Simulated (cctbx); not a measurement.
# TaAl4V2Mo with cctbx, script by script

Library: cctbx 2025.11. The data are simulated by the first script.

## 1. Simulate the data

run.py:

```python
from cctbx import adptbx, crystal, miller, sgtbx, xray
from cctbx.array_family import flex
from iotbx.shelx import hklf
from scitbx import matrix
import scitbx.random

cs = crystal.symmetry(unit_cell=(3.76, 3.76, 8.479, 90, 90, 90), space_group_symbol='Hall: -P 4 2')  # P4/mmm
atoms = [  # label, site, U (iso, or U11 U22 U33 U12 U13 U23 in A^2), occupancy
    ("Ta1", (0.5, 0.5, 0.5), (0.0031, 0.0031, 0.0028, 0.0000, -0.0000, 0.0000), 1),
    ("Mo1", (0, 0, 0), (0.0042, 0.0042, 0.0059, 0.0000, 0.0000, 0.0000), 1),
    ("V1", (0, 0, 0.5), (0.0041, 0.0041, 0.0043, 0.0000, 0.0000, 0.0000), 1),
    ("V2", (0.5, 0.5, 0), (0.0064, 0.0064, 0.0041, 0.0000, -0.0000, 0.0000), 1),
    ("Al1", (0, 0.5, 0.748), (0.0064, 0.0063, 0.0064, 0.0000, 0.0000, 0.0000), 1),
]
xs = xray.structure(crystal_symmetry=cs)
for label, site, u, occ in atoms:
    u = adptbx.u_cif_as_u_star(cs.unit_cell(), u) if isinstance(u, tuple) else u
    xs.add_scatterer(xray.scatterer(label, site=site, u=u, occupancy=occ))
xs.set_inelastic_form_factors(0.71073, "sasaki")
xs.show_summary()
p1 = xs.expand_to_p1()
ms = miller.build_set(p1, anomalous_flag=True, d_min=0.6)
flex.set_random_seed(821395)
scitbx.random.set_random_seed(821395)
ms = ms.select(flex.random_double(ms.size()) < 0.8)
i = ms.structure_factors_from_scatterers(p1, algorithm="direct").f_calc().as_intensity_array().data()
i = i / flex.sqrt(1 + 0.3 * i / flex.max(i))  # extinction
i = i * 20000 / flex.max(i)
sig = flex.sqrt(i + flex.pow2(0.06 * i) + 15 ** 2)
noise = scitbx.random.variate(scitbx.random.normal_distribution())(i.size())
data = ms.array(data=i + sig * noise, sigmas=sig).set_observation_type_xray_intensity()
with open("data.hkl", "w") as f:
    data.export_as_shelx_hklf(f)
print("reflections written:", data.size(), " <I/sigma> = %.1f" % flex.mean(data.data() / data.sigmas()))
for h, a, b in list(data.sort("data"))[:12]:
    print("%4d%4d%4d %9.1f %7.1f" % (h + (a, b)))
```

```console
$ python run.py
```

```text
Number of scatterers: 5
At special positions: 5
Unit cell: (3.76, 3.76, 8.479, 90, 90, 90)
Space group: P 4/m m m (No. 123)
reflections written: 1868  <I/sigma> = 12.9
  -1  -1  -2   21814.1  1208.4
   1   1  -2   20905.1  1208.4
   1   1   2   20860.6  1208.4
  -1   1  -2   20852.6  1208.4
  -1  -1   2   20790.6  1208.4
  -1   1   2   20053.8  1208.4
   0   0   4   19826.9  1160.5
   1  -1  -2   18982.2  1208.4
   0  -2   0   18545.9  1063.4
   2   0   0   17794.2  1063.4
   0   0  -4   16864.1  1160.5
  -2   0   0   15590.3  1063.4
```

Run time: 0.35 s on 1 thread of Arm Neoverse N1 (shared host), peak memory 0.07 GiB.

## 2. Refinement (right model, isotropic)

run.py:

```python
import math
from cctbx import adptbx, crystal, maptbx, sgtbx, xray
from cctbx.array_family import flex
from cctbx.xray import observations
from iotbx.shelx import hklf
from scitbx.lstbx import normal_eqns_solving
from smtbx import absolute_structure, utils
from smtbx.refinement import constraints, least_squares

cs = crystal.symmetry(unit_cell=(3.76, 3.76, 8.479, 90, 90, 90), space_group_symbol='Hall: -P 4 2')  # P4/mmm
atoms = [  # label, site, U (iso, or U11 U22 U33 U12 U13 U23 in A^2), occupancy
    ("Ta1", (0.5, 0.5, 0.5), 0.0200, 1),
    ("Mo1", (0, 0, 0), 0.0200, 1),
    ("V1", (0, 0, 0.5), 0.0200, 1),
    ("V2", (0.5, 0.5, 0), 0.0200, 1),
    ("Al1", (0, 0.5, 0.7506), 0.0200, 1),
]
xs = xray.structure(crystal_symmetry=cs)
for label, site, u, occ in atoms:
    u = adptbx.u_cif_as_u_star(cs.unit_cell(), u) if isinstance(u, tuple) else u
    xs.add_scatterer(xray.scatterer(label, site=site, u=u, occupancy=occ))
xs.set_inelastic_form_factors(0.71073, "sasaki")
raw = hklf.reader(file_name="data.hkl").as_miller_arrays(crystal_symmetry=cs, anomalous=True)[0]
merged = raw.eliminate_sys_absent().merge_equivalents()
fo2 = merged.array().set_observation_type_xray_intensity()
print("Rint %.3f, %d unique reflections to %.2f A" % (merged.r_int(), fo2.size(), fo2.d_min()))
for sc in xs.scatterers():
    sc.flags.set_grad_site(True)
    sc.flags.set_grad_u_aniso(sc.flags.use_u_aniso())
    sc.flags.set_grad_u_iso(sc.flags.use_u_iso())
obs = fo2.as_xray_observations()
extra = {}
rep = constraints.reparametrisation(xs, [], utils.connectivity_table(xs), **extra)
ls = least_squares.crystallographic_ls(obs, rep, weighting_scheme=least_squares.mainstream_shelx_weighting(a=0, b=0))
print("cycle     R1     wR2    GooF  max shift (A)")
for cycle in range(8):
    ls.build_up()
    r1, wr2, goof = ls.r1_factor(cutoff_factor=2)[0], ls.wR2(), ls.goof()
    old = xs.sites_cart()
    normal_eqns_solving.levenberg_marquardt_iterations(ls, n_max_iterations=3, tau=1e-06, step_threshold=1e-7)
    big = flex.max((xs.sites_cart() - old).norms())
    print("%4d %7.4f %7.4f %7.3f %9.5f" % (cycle + 1, r1, wr2, goof, big))
    ls.build_up(objective_only=True)
    if abs(ls.wR2() - wr2) < 5e-5 and big < 5e-4:
        break
ls.build_up()
print("final R1 %.4f wR2 %.4f GooF %.3f  parameters %d  data/parameter %.1f" % (ls.r1_factor(cutoff_factor=2)[0], ls.wR2(), ls.goof(), ls.n_parameters, fo2.size() / ls.n_parameters))
cov = ls.covariance_matrix_and_annotations()
su = dict(zip(cov.annotations, (math.sqrt(max(v, 0)) for v in cov.matrix.matrix_packed_u_diagonal())))
a2 = cs.unit_cell().reciprocal_parameters()[0] ** -2
print("atom        x        y        z      Ueq    occ   su(xyz)  su(Uiso or U11)")
for sc in xs.scatterers():
    s = max(su.get(sc.label + k, 0) for k in (".x", ".y", ".z"))
    npd = "" if sc.is_positive_definite_u(cs.unit_cell()) else "  NPD"
    print("%-5s %8.5f %8.5f %8.5f %8.4f %6.3f %8.5f %7.4f%s" % ((sc.label,) + sc.site + (sc.u_iso_or_equiv(cs.unit_cell()), sc.occupancy, s, su.get(sc.label + ".uiso", su.get(sc.label + ".u11", 0) * a2), npd)))
fo = fo2.f_sq_as_f()
fc = fo.structure_factors_from_scatterers(xs, algorithm="direct").f_calc()
diff = fo.f_obs_minus_f_calc(1 / math.sqrt(ls.scale_factor()), fc).average_bijvoet_mates()
m = diff.fft_map(symmetry_flags=maptbx.use_space_group_symmetry, resolution_factor=0.25).apply_volume_scaling()
print("difference map: max %.2f min %.2f rms %.2f" % (m.statistics().max(), m.statistics().min(), m.statistics().sigma()))
peaks = m.peak_search(parameters=maptbx.peak_search_parameters(min_distance_sym_equiv=0.6, max_clusters=6)).all()
near = xs.closest_distances(peaks.sites(), distance_cutoff=4)
sps = cs.special_position_settings(min_distance_sym_equiv=0.5)
for k, (x, h) in enumerate(zip(peaks.sites(), peaks.heights())):
    ss = sps.site_symmetry(x)
    print("Q%-3d %7.4f %7.4f %7.4f %4d %7.2f  %.2f A from %s" % ((k + 1,) + tuple(t % 1 for t in ss.exact_site()) + (ss.multiplicity(), h, near.smallest_distances[k], xs.scatterers()[near.i_seqs[k]].label)))
```

```console
$ python run.py
```

```text
Rint 0.052, 220 unique reflections to 0.60 A
cycle     R1     wR2    GooF  max shift (A)
   1  0.2307  0.4649  16.741   0.02310
   2  0.0169  0.0351   1.265   0.00000
final R1 0.0169 wR2 0.0351 GooF 1.265  parameters 6  data/parameter 36.7
atom        x        y        z      Ueq    occ   su(xyz)  su(Uiso or U11)
Ta1    0.50000  0.50000  0.50000   0.0029  1.000  0.00000  0.0001
Mo1    0.00000  0.00000  0.00000   0.0049  1.000  0.00000  0.0001
V1     0.00000  0.00000  0.50000   0.0042  1.000  0.00000  0.0002
V2     0.50000  0.50000  0.00000   0.0060  1.000  0.00000  0.0002
Al1    0.00000  0.50000  0.74788   0.0067  1.000  0.00011  0.0003
difference map: max 1.25 min -2.98 rms 0.34
Q1    0.0000  0.0000  0.0489    2    1.26  0.41 A from Mo1
Q2    0.0000  0.0000  0.1512    2    1.18  1.28 A from Mo1
Q3    0.5000  0.5000  0.1692    2    0.87  1.43 A from V2
Q4    0.2458  0.2458  0.1719    8    0.81  1.49 A from Al1
Q5    0.2385  0.2385  0.3344    8    0.78  1.50 A from Al1
Q6    0.5000  0.5000  0.3390    2    0.77  1.37 A from Ta1
```

Time: 0.47 s.

## 3. Refinement (right model, anisotropic)

run.py, as its changes from the last script of this kind:

```diff
@@ -12,5 +12,5 @@
-    ("Ta1", (0.5, 0.5, 0.5), 0.0200, 1),
-    ("Mo1", (0, 0, 0), 0.0200, 1),
-    ("V1", (0, 0, 0.5), 0.0200, 1),
-    ("V2", (0.5, 0.5, 0), 0.0200, 1),
-    ("Al1", (0, 0.5, 0.7506), 0.0200, 1),
+    ("Ta1", (0.5, 0.5, 0.5), 0.0030, 1),
+    ("Mo1", (0, 0, 0), 0.0049, 1),
+    ("V1", (0, 0, 0.5), 0.0042, 1),
+    ("V2", (0.5, 0.5, 0), 0.0060, 1),
+    ("Al1", (0, 0.5, 0.74788), 0.0067, 1),
@@ -22,0 +23 @@
+xs.convert_to_anisotropic()
```

```console
$ python run.py
```

```text
Rint 0.052, 220 unique reflections to 0.60 A
cycle     R1     wR2    GooF  max shift (A)
   1  0.0171  0.0354   1.293   0.00008
   2  0.0149  0.0279   1.020   0.00000
final R1 0.0149 wR2 0.0279 GooF 1.020  parameters 12  data/parameter 18.3
atom        x        y        z      Ueq    occ   su(xyz)  su(Uiso or U11)
Ta1    0.50000  0.50000  0.50000   0.0029  1.000  0.00000  0.0001
Mo1    0.00000  0.00000  0.00000   0.0049  1.000  0.00000  0.0001
V1     0.00000  0.00000  0.50000   0.0043  1.000  0.00000  0.0002
V2     0.50000  0.50000  0.00000   0.0059  1.000  0.00000  0.0002
Al1    0.00000  0.50000  0.74787   0.0067  1.000  0.00009  0.0004
difference map: max 1.10 min -1.69 rms 0.32
Q1    0.0000  0.0000  0.1609    2    1.12  1.36 A from Mo1
Q2    0.5000  0.5000  0.3415    2    0.89  1.34 A from Ta1
Q3    0.2644  0.2644  0.1665    8    0.81  1.52 A from Al1
Q4    0.5000  0.5000  0.1653    2    0.80  1.40 A from V2
Q5    0.2722  0.2722  0.3314    8    0.78  1.49 A from Al1
Q6    0.1847  0.1847  0.0651    8    0.66  1.13 A from Mo1
```

Time: 0.47 s.

## 4. Refinement

run.py, as its changes from the last script of this kind:

```diff
@@ -12,5 +12,5 @@
-    ("Ta1", (0.5, 0.5, 0.5), 0.0030, 1),
-    ("Mo1", (0, 0, 0), 0.0049, 1),
-    ("V1", (0, 0, 0.5), 0.0042, 1),
-    ("V2", (0.5, 0.5, 0), 0.0060, 1),
-    ("Al1", (0, 0.5, 0.74788), 0.0067, 1),
+    ("Ta1", (0.5, 0.5, 0.5), 0.0200, 1),
+    ("Mo1", (0, 0, 0), 0.0200, 1),
+    ("V1", (0, 0, 0.5), 0.0200, 1),
+    ("V2", (0.5, 0.5, 0), 0.0200, 1),
+    ("Al1", (0, 0.5, 0.6949), 0.0200, 1),
@@ -23 +22,0 @@
-xs.convert_to_anisotropic()
@@ -37 +36 @@
-for cycle in range(8):
+for cycle in range(10):
@@ -41 +40 @@
-    normal_eqns_solving.levenberg_marquardt_iterations(ls, n_max_iterations=3, tau=1e-06, step_threshold=1e-7)
+    normal_eqns_solving.levenberg_marquardt_iterations(ls, n_max_iterations=3, tau=0.0001, step_threshold=1e-7)
```

```console
$ python run.py
```

```text
Rint 0.052, 220 unique reflections to 0.60 A
cycle     R1     wR2    GooF  max shift (A)
   1  0.3421  0.6542  23.560   0.24212
   2  0.1266  0.2466   8.882   0.00000
final R1 0.1266 wR2 0.2466 GooF 8.882  parameters 6  data/parameter 36.7
atom        x        y        z      Ueq    occ   su(xyz)  su(Uiso or U11)
Ta1    0.50000  0.50000  0.50000   0.0025  1.000  0.00000  0.0006
Mo1    0.00000  0.00000  0.00000   0.0070  1.000  0.00000  0.0008
V1     0.00000  0.00000  0.50000   0.0099  1.000  0.00000  0.0016
V2     0.50000  0.50000  0.00000   0.0123  1.000  0.00000  0.0017
Al1    0.00000  0.50000  0.72345   0.0873  1.000  0.00664  0.0138
difference map: max 63.22 min -10.80 rms 3.28
Q1    0.0000  0.5000  0.2499    4   66.34  0.23 A from Al1
Q2    0.5000  0.5000  0.5000    1   41.74  0.00 A from Ta1
Q3    0.0000  0.0000  0.0000    1   37.01  0.00 A from Mo1
Q4    0.5000  0.5000  0.0000    1   32.59  0.00 A from V2
Q5    0.0000  0.0000  0.5000    1   32.21  0.00 A from V1
Q6    0.2297  0.5000  0.2093    8    3.17  1.03 A from Al1
```

Time: 0.51 s.

This run holds a fault made on purpose: start far from the minimum.

## 5. Refinement

run.py, as its changes from the last script of this kind:

```diff
@@ -12,5 +12,5 @@
-    ("Ta1", (0.5, 0.5, 0.5), 0.0200, 1),
-    ("Mo1", (0, 0, 0), 0.0200, 1),
-    ("V1", (0, 0, 0.5), 0.0200, 1),
-    ("V2", (0.5, 0.5, 0), 0.0200, 1),
-    ("Al1", (0, 0.5, 0.6949), 0.0200, 1),
+    ("Ta1", (0.5, 0.5, 0.5), 0.0030, 1),
+    ("Mo1", (0, 0, 0), 0.0049, 1),
+    ("V1", (0, 0, 0.5), 0.0042, 1),
+    ("V2", (0.5, 0.5, 0), 0.0060, 1),
+    ("Al1", (0, 0.5, 0.74788), 0.0067, 1),
@@ -22,0 +23 @@
+xs.convert_to_anisotropic()
@@ -24 +25 @@
-merged = raw.eliminate_sys_absent().merge_equivalents()
+merged = raw.eliminate_sys_absent().resolution_filter(d_min=2).merge_equivalents()
@@ -36 +37 @@
-for cycle in range(10):
+for cycle in range(12):
@@ -40 +41 @@
-    normal_eqns_solving.levenberg_marquardt_iterations(ls, n_max_iterations=3, tau=0.0001, step_threshold=1e-7)
+    normal_eqns_solving.levenberg_marquardt_iterations(ls, n_max_iterations=3, tau=1e-06, step_threshold=1e-7)
```

```console
$ python run.py
```

```text
Rint 0.043, 11 unique reflections to 2.12 A
cycle     R1     wR2    GooF  max shift (A)
   1  0.0298  0.0535   0.000   0.00327
ValueError: math domain error
```

Time: 0.45 s.

This run holds a fault made on purpose: data cut at low resolution.

## 6. Refinement

run.py, as its changes from the last script of this kind:

```diff
@@ -16,0 +17 @@
+    ("Al2", (0.998, 0.728, 0.062), 0.0300, 1),
@@ -23 +23,0 @@
-xs.convert_to_anisotropic()
@@ -25 +25 @@
-merged = raw.eliminate_sys_absent().resolution_filter(d_min=2).merge_equivalents()
+merged = raw.eliminate_sys_absent().merge_equivalents()
```

```console
$ python run.py
```

```text
Rint 0.052, 220 unique reflections to 0.60 A
cycle     R1     wR2    GooF  max shift (A)
   1  0.1880  0.4428  16.060   0.07579
   2  0.0395  0.1204   4.365   0.38330
   3  0.0188  0.0391   1.417   0.25689
   4  0.0184  0.0379   1.374   0.01473
   5  0.0186  0.0386   1.398   0.00198
   6  0.0184  0.0379   1.374   0.00297
   7  0.0186  0.0385   1.398   0.00249
   8  0.0184  0.0379   1.374   0.00264
   9  0.0186  0.0385   1.398   0.00262
  10  0.0184  0.0379   1.374   0.00263
  11  0.0186  0.0385   1.398   0.00263
  12  0.0184  0.0379   1.374   0.00263
final R1 0.0186 wR2 0.0385 GooF 1.398  parameters 9  data/parameter 24.4
atom        x        y        z      Ueq    occ   su(xyz)  su(Uiso or U11)
Ta1    0.50000  0.50000  0.50000   0.0028  1.000  0.00000  0.0001
Mo1    0.00000  0.00000  0.00000   0.0048  1.000  0.00000  0.0001
V1     0.00000  0.00000  0.50000   0.0042  1.000  0.00000  0.0002
V2     0.50000  0.50000  0.00000   0.0059  1.000  0.00000  0.0002
Al1    0.00000  0.50000  0.74784   0.0066  1.000  0.00012  0.0003
Al2    1.00000  0.58627  0.10455   0.9354  1.000  0.02170  0.0549
difference map: max 1.51 min -2.72 rms 0.36
Q1    0.0000  0.0000  0.0481    2    1.52  0.41 A from Mo1
Q2    0.0000  0.0000  0.1514    2    1.34  1.28 A from Mo1
Q3    0.5000  0.5000  0.1690    2    1.22  1.43 A from V2
Q4    0.5000  0.5000  0.3366    2    0.89  1.39 A from Ta1
Q5    0.2406  0.2406  0.3324    8    0.87  1.49 A from Al1
Q6    0.2621  0.2621  0.1703    8    0.86  1.27 A from Al2
```

It took 0.89 s on 1 thread of Arm Neoverse N1 (shared host), peak memory 0.09 GiB.

This run holds a fault made on purpose: spurious atom: Al2.

[Logs are printed without paths, hosts, clocks, repeated set-up lines and the standing remarks that a program may print on its own settings, such as how far it seeks lower states.]
